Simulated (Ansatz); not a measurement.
**SrTiO3 (Tausonite): converging the G0W0 gap**

Aim: see how the G0W0 gap of SrTiO3 (Tausonite) on PBE moves with empty bands and screening cutoff, and what each rung costs.

Calculated with Ansatz 0.2.0; G0W0 on PBE, plane waves, PAW.

This is a report of a sequence of runs, with most program output left out.

## 1. The structure

Symmetry: Pm-3m, No. 221, cubic system. Conventional cell: a = 3.905 Å, b = 3.905 Å, c = 3.905 Å, α = 90.00°, β = 90.00°, γ = 90.00°. Nearest to Sr lie 12 O at 2.76 Å. Nearest to Ti lie 6 O at 1.95 Å. Nearest to O lie 2 Ti at 1.95 Å and 4 Sr at 2.76 Å. Farther neighbours and most contacts between anions are not listed.

The cell and positions come from the Crystallography Open Database and are kept as given unless a step says otherwise. The default PAW set here is soft_2. Its files were made with PBE.

## 2. 62 empty bands, screening to 60 eV

G0W0 replaces the xc potential by the self-energy, built once from these orbitals. Only a window of levels is corrected, while the sums run over the empty bands that the input names.

input.yaml reads:

```yaml
crystal:
  lattice:
    - [3.90528, 0.0, 0.0]
    - [0.0, 3.90528, 0.0]
    - [0.0, 0.0, 3.90528]
  atoms:
    - { symbol: Sr, position: [0.5, 0.5, 0.5] }
    - { symbol: Ti, position: [0.0, 0.0, 0.0] }
    - { symbol: O, position: [0.5, 0.0, 0.0] }
    - { symbol: O, position: [0.0, 0.5, 0.0] }
    - { symbol: O, position: [0.0, 0.0, 0.5] }
kpoints:
  mp_grid: { grid: [4, 4, 4] }
hamiltonian:
  xc: pbe
scf:
  occupations: { method: fixed }
gw:
  n_empty_bands: 62
  ecut_chi: 60
  qp_bands: [v2, c2]
  qp_kpoints: band_edges
  screening: { model: contour_deformation }
```

Command:

```sh
$ ansatz run input.yaml --threads 3 --pin off --max-ram 92160MiB --backend cuda --events-out ev --progress --plain --runs-dir out --devices 1 --max-vram 13GiB  # rebuilt from the run's record
```

Run time: 14 s. Hardware: 1 × NVIDIA H100 80GB HBM3 (shared by 6 runs) with 3 threads of AMD EPYC 7R13 (Zen 3), shared host; peak memory 1 GiB.

Numbers from this step:

```yaml
bands_summed: 82
rpa_eps_infinity_on_this_mesh_eigenvalues: 6.611, 6.611, 6.611
plane_waves_in_the_screening_matrix: 81
q_points_in_the_mesh: 64
g0w0_gap_on_the_mesh: 3.529 eV
k_of_the_valence_top: -0.5, -0.5, -0.5
k_of_the_conduction_bottom: 0, 0, 0
starting_gap_on_the_mesh: 1.868 eV
z_at_the_valence_top: 0.7270
z_at_the_conduction_bottom: 0.7437
least_direct_g0w0_gap_on_the_computed_points: 3.844 eV
```

The gap on the mesh goes from 1.87 eV to 3.53 eV, a correction of +1.66 eV. Between the two edge states, bare exchange in place of the xc potential would open the gap by 12.74 eV, and correlation takes back 11.08 eV.

## 3. 177 empty bands, screening to 120 eV

Another rung: the empty bands reach about as high as the screening cutoff, so the two stay in balance.

Changes to input.yaml since step 2:

```diff
@@ -18,4 +18,4 @@
 gw:
-  n_empty_bands: 62
-  ecut_chi: 60
+  n_empty_bands: 177
+  ecut_chi: 120
   qp_bands: [v2, c2]
```

Elapsed: 10 s, on 1 × NVIDIA H100 80GB HBM3 (shared by 6 runs) with 3 threads; peak memory 1.1 GiB; 11 s of CPU time.

Numbers from this step:

| Quantity | Value |
| --- | --- |
| bands summed | 197 |
| RPA ε∞ on this mesh (eigenvalues) | 6.546, 6.546, 6.546 |
| plane waves in the screening matrix | 179 |
| q-points in the mesh | 64 |
| G0W0 gap on the mesh | 3.384 eV |
| k of the valence top | -0.5, -0.5, -0.5 |
| k of the conduction bottom | 0, 0, 0 |
| starting gap on the mesh | 1.868 eV |
| Z at the valence top | 0.7186 |
| Z at the conduction bottom | 0.7382 |
| least direct G0W0 gap on the computed points | 3.729 eV |

Against the run with 4×4×4 mesh, 62 empty bands, screening to 60 eV, the gap moves by −0.15 eV.

## 4. 382 empty bands, screening to 200 eV

Changes to input.yaml since step 3:

```diff
@@ -18,4 +18,4 @@
 gw:
-  n_empty_bands: 177
-  ecut_chi: 120
+  n_empty_bands: 382
+  ecut_chi: 200.0
   qp_bands: [v2, c2]
```

Wall time 15 s (1 × NVIDIA H100 80GB HBM3 (shared by 6 runs) with 3 threads); peak memory 1.4 GiB.

Numbers from this step:

- bands summed: 402
- RPA ε∞ on this mesh (eigenvalues): 6.524, 6.524, 6.524
- plane waves in the screening matrix: 389
- G0W0 gap on the mesh: 3.442 eV
- k of the valence top: -0.5, -0.5, -0.5
- k of the conduction bottom: 0, 0, 0
- starting gap on the mesh: 1.868 eV
- least direct G0W0 gap on the computed points: 3.801 eV

Against the run with 4×4×4 mesh, 177 empty bands, screening to 120 eV, the gap moves by +0.06 eV.

## 5. Changing the frequency model: 4×4×4 mesh, 177 empty bands, screening to 120 eV, plasmon pole

A plasmon pole stands in for the full frequency dependence of the screening; this run shows what that costs in accuracy. Bands and cutoff differ from the step before, so it is read against an earlier run that matches them.

Changes to input.yaml since step 4:

```diff
@@ -18,6 +18,6 @@
 gw:
-  n_empty_bands: 382
-  ecut_chi: 200.0
+  n_empty_bands: 177
+  ecut_chi: 120
   qp_bands: [v2, c2]
   qp_kpoints: band_edges
-  screening: { model: contour_deformation }
+  screening: { model: godby_needs }
```

Wall time 11 s (1 × NVIDIA H100 80GB HBM3 (shared by 6 runs) with 3 threads); peak memory 1.2 GiB; 13 s of CPU time.

This step gave:

* bands summed: 197
* plasmon-pole fit frequency: 30.43 eV
* RPA ε∞ on this mesh (eigenvalues): 6.546, 6.546, 6.546
* plane waves in the screening matrix: 179
* G0W0 gap on the mesh: 3.392 eV
* k of the valence top: -0.5, -0.5, -0.5
* k of the conduction bottom: 0, 0, 0
* starting gap on the mesh: 1.868 eV
* least direct G0W0 gap on the computed points: 3.734 eV

Against the run with 4×4×4 mesh, 177 empty bands, screening to 120 eV, the gap moves by +0.008 eV.

## 6. Changing the files: 4×4×4 mesh, 177 empty bands, screening to 120 eV, hard PAW files

Other atomic data (hard PAW) test the pseudisation: the cutoff goes from 420 to 930 eV, with the same valence electrons.

Changes to input.yaml since step 5:

```diff
@@ -15,2 +15,3 @@
   xc: pbe
+  pseudopotentials: { kind: paw, source: ansatz }
 scf:
@@ -22,2 +23,2 @@
   qp_kpoints: band_edges
-  screening: { model: godby_needs }
+  screening: { model: contour_deformation }
```

It took 19 s on 1 × NVIDIA H100 80GB HBM3 (shared by 6 runs) with 3 threads; peak memory 1.2 GiB.

Numbers from this step:

| Property | Result |
| --- | --- |
| bands summed | 197 |
| RPA ε∞ on this mesh (eigenvalues) | 6.556, 6.556, 6.556 |
| plane waves in the screening matrix | 179 |
| G0W0 gap on the mesh | 3.383 eV |
| k of the valence top | -0.5, -0.5, -0.5 |
| k of the conduction bottom | 0, 0, 0 |
| starting gap on the mesh | 1.862 eV |
| least direct G0W0 gap on the computed points | 3.731 eV |

Against the run with 4×4×4 mesh, 177 empty bands, screening to 120 eV, the gap moves by −0.0005 eV.

## 7. Convergence and cost

Times are wall times on 1 × NVIDIA H100 80GB HBM3 (shared by 6 runs) with 3 threads of AMD EPYC 7R13 (Zen 3), shared host, good to a factor of about two.

```
 mesh        files            frequency  bands summed  cutoff (eV)  start (eV)  G0W0 (eV)  time  host memory (GiB)
4×4×4  default PAW  contour deformation            82           60       1.868      3.529  14 s                1.0
4×4×4  default PAW  contour deformation           197          120       1.868      3.384  10 s                1.1
4×4×4  default PAW  contour deformation           402          200       1.868      3.442  15 s                1.4
4×4×4  default PAW         plasmon pole           197          120       1.868      3.392  11 s                1.2
4×4×4     hard PAW  contour deformation           197          120       1.862      3.383  19 s                1.2
```

The parts of the quasiparticle energy at the two band edges (eV; QP = start + Σx + Σc − Vxc):

```
      run               edge  start      Σx     Σc     Vxc     Z     QP
 82 bands        valence top  10.00  -26.08   5.06  -21.01  0.73   9.99
 82 bands  conduction bottom  11.86  -12.62  -6.02  -20.30  0.74  13.52
197 bands        valence top  10.00  -26.08   4.77  -21.01  0.72   9.70
197 bands  conduction bottom  11.86  -12.62  -6.45  -20.30  0.74  13.09
402 bands        valence top  10.00  -26.08   4.53  -21.01  0.71   9.46
402 bands  conduction bottom  11.86  -12.62  -6.64  -20.30  0.74  12.90
```

## 8. What came out

```yaml
82_bands_60_ev: 3.529 eV
197_bands_120_ev: 3.384 eV
402_bands_200_ev: 3.442 eV
mesh_and_start: 4×4×4, PBE
```

What this shows: From 82 to 402 bands the gap moves by −0.09 eV. Σc changes by −0.53 eV at the valence top and −0.62 eV at the conduction bottom, so the levels themselves move more than the gap between them. The gap turns back along the series, so no limit is drawn from it. The plasmon-pole model gives +0.01 eV against contour deformation, 1 % of the correction, and saved no time in this program. Hard PAW files move the gap by −0.0005 eV at equal bands and cutoff, −0.01 eV of it in the start. The 4×4×4 mesh is coarse for this cell (its supercell is 16 Å along the shortest edge). The RPA ε∞ on it, from the PBE start, is 6.52; such meshes misread the long-range screening, most where the gap is narrow. This is the ideal cubic cell; many perovskites, halides above all, are cubic only on average, and local tilts or off-centring can widen the gap. The many-body steps are scalar-relativistic: spin-orbit coupling is not in them.

[Paths, hosts, dates, memory and timing lines, banners, echoed tables and standing remarks are left out of the program output.]

[Logs are printed without paths, hosts, clocks, repeated set-up lines and the standing remarks that a program may print on its own settings, such as how far it seeks lower states.]

[Runs of the session that timed out or met a known fault of the program may be left out.]

[Cells called generated may have been cut or substituted from an entry of the Crystallography Open Database or the Materials Project.]

[Hosts, paths, dates, database ids (printed as entryN), source tags and the programs' standing remarks are cut or masked in the printed files.]
